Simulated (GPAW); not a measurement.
Consider ZrCo3B2 (P6/mmm).

```
Zr Co B
1.0
     4.86300    0.00000    0.00000
    -2.43150    4.21148    0.00000
     0.00000    0.00000    3.04300
Zr Co B
1 3 2
Direct
  0.00000 0.00000 0.00000
  0.00000 0.50000 0.50000
  0.50000 0.50000 0.50000
  0.50000 0.00000 0.50000
  0.66667 0.33333 0.00000
  0.33333 0.66667 0.00000
```

Absorber: atom 2, with 4 B at 2.07 Å and 4 Co at 2.43 Å (8-fold, site symmetry mmm). Method: GPAW, LDA, excited-electron core hole (neutral cell), 18-atom cell with 5.7 Å between holes, 3×3×3 k points, dipole transitions, Gaussian full width 1.33 eV up to 4 eV, rising linearly to 3.5 eV at 25 eV.

Question: Predict the near-edge structure at the Co K edge.

Main maxima up to 30 eV above the zero (height): 0.9 eV (0.58), 5.2 eV (0.44), 16.8 eV (2.09) and 29.8 eV (1.75). A K edge sees empty p states, which here mix into the lowest empty bands, so that weight starts at the zero. The total-energy difference is 7689.16 eV. The tabulated edge of the element is 7709 eV. The functional leaves an error in such absolute values: in the free atom LDA prices this hole 16.9 eV below PBE (computed apart), and PBE is itself good to a few eV.

The Co K spectrum (energy from the lowest empty level; intensity scaled to a mean of 1 over the first 20 eV; polarised curves are means over the symmetry-equivalent atoms):

```csv
E (eV),isotropic,ε ⊥ c,ε ∥ c
-2.0,0.00,0.00,0.00
-1.4,0.00,0.00,0.01
-0.8,0.05,0.04,0.08
-0.2,0.25,0.18,0.37
0.4,0.51,0.39,0.76
1.0,0.58,0.43,0.89
1.6,0.51,0.34,0.85
2.2,0.35,0.22,0.62
2.8,0.27,0.20,0.42
3.4,0.30,0.25,0.40
4.0,0.33,0.26,0.47
4.6,0.40,0.30,0.60
5.2,0.44,0.35,0.62
5.8,0.41,0.37,0.49
6.4,0.38,0.38,0.37
7.0,0.36,0.42,0.26
7.6,0.38,0.48,0.18
8.2,0.50,0.63,0.23
8.8,0.71,0.89,0.35
9.4,0.95,1.19,0.45
10.0,1.10,1.40,0.50
10.6,1.14,1.43,0.57
11.2,1.16,1.39,0.71
11.8,1.20,1.38,0.85
12.4,1.22,1.36,0.93
13.0,1.23,1.32,1.04
13.6,1.28,1.30,1.24
14.2,1.42,1.37,1.53
14.8,1.61,1.50,1.82
15.4,1.80,1.65,2.09
16.0,1.98,1.81,2.32
16.6,2.09,1.89,2.48
17.2,2.05,1.85,2.44
17.8,1.87,1.71,2.18
18.4,1.64,1.56,1.79
19.0,1.47,1.48,1.45
19.6,1.40,1.48,1.25
20.2,1.40,1.51,1.19
20.8,1.42,1.52,1.21
21.4,1.42,1.50,1.25
22.0,1.38,1.45,1.26
22.6,1.33,1.38,1.24
23.2,1.30,1.32,1.25
23.8,1.31,1.30,1.31
24.4,1.36,1.32,1.44
25.0,1.43,1.34,1.60
25.6,1.50,1.37,1.76
26.2,1.55,1.38,1.91
26.8,1.59,1.37,2.03
27.4,1.62,1.38,2.11
28.0,1.66,1.41,2.15
28.6,1.70,1.46,2.16
29.2,1.73,1.53,2.13
29.8,1.75,1.59,2.06
30.4,1.73,1.60,1.98
31.0,1.68,1.57,1.89
31.6,1.59,1.51,1.77
```

The hole lies in one spin channel, while the script sums the empty states of both and takes the lower zero; where the two channels are split, this blurs and shifts the curve. Quadrupole 1s→3d transitions, which feed the pre-edge, are not in the dipole spectrum. The starting moments shrank to 0.00 μB or less, so this is hardly a magnetic state. The holes are only 5.7 Å apart, so the shape is probably not converged with cell size; no larger cell was run here. The mesh is coarse (0.37 Å⁻¹ between points), so small maxima may be mesh ripples. Lifetime broadening is put in by hand, and intensities beyond about 20 eV depend on it and on the partial waves. The structure is a published determination, not relaxed.

[Banner, clock and machine lines of the logs are left out without a mark of their own.]

[Logs are printed without paths, hosts, clocks, repeated set-up lines and the standing remarks that a program may print on its own settings, such as how far it seeks lower states.]

[Hosts, paths, dates, database ids (printed as entryN), source tags and the programs' standing remarks are cut or masked in the printed files.]

[Lists of maxima count a maximum above −3 eV only where it reaches 4 % of the highest in the window and stands out from its surroundings by 2 % of it (1.5 % where it reaches 55 %); shoulders and weaker maxima are passed over, and of the rest the first, up to two pre-edge ones and the few strongest are named.]
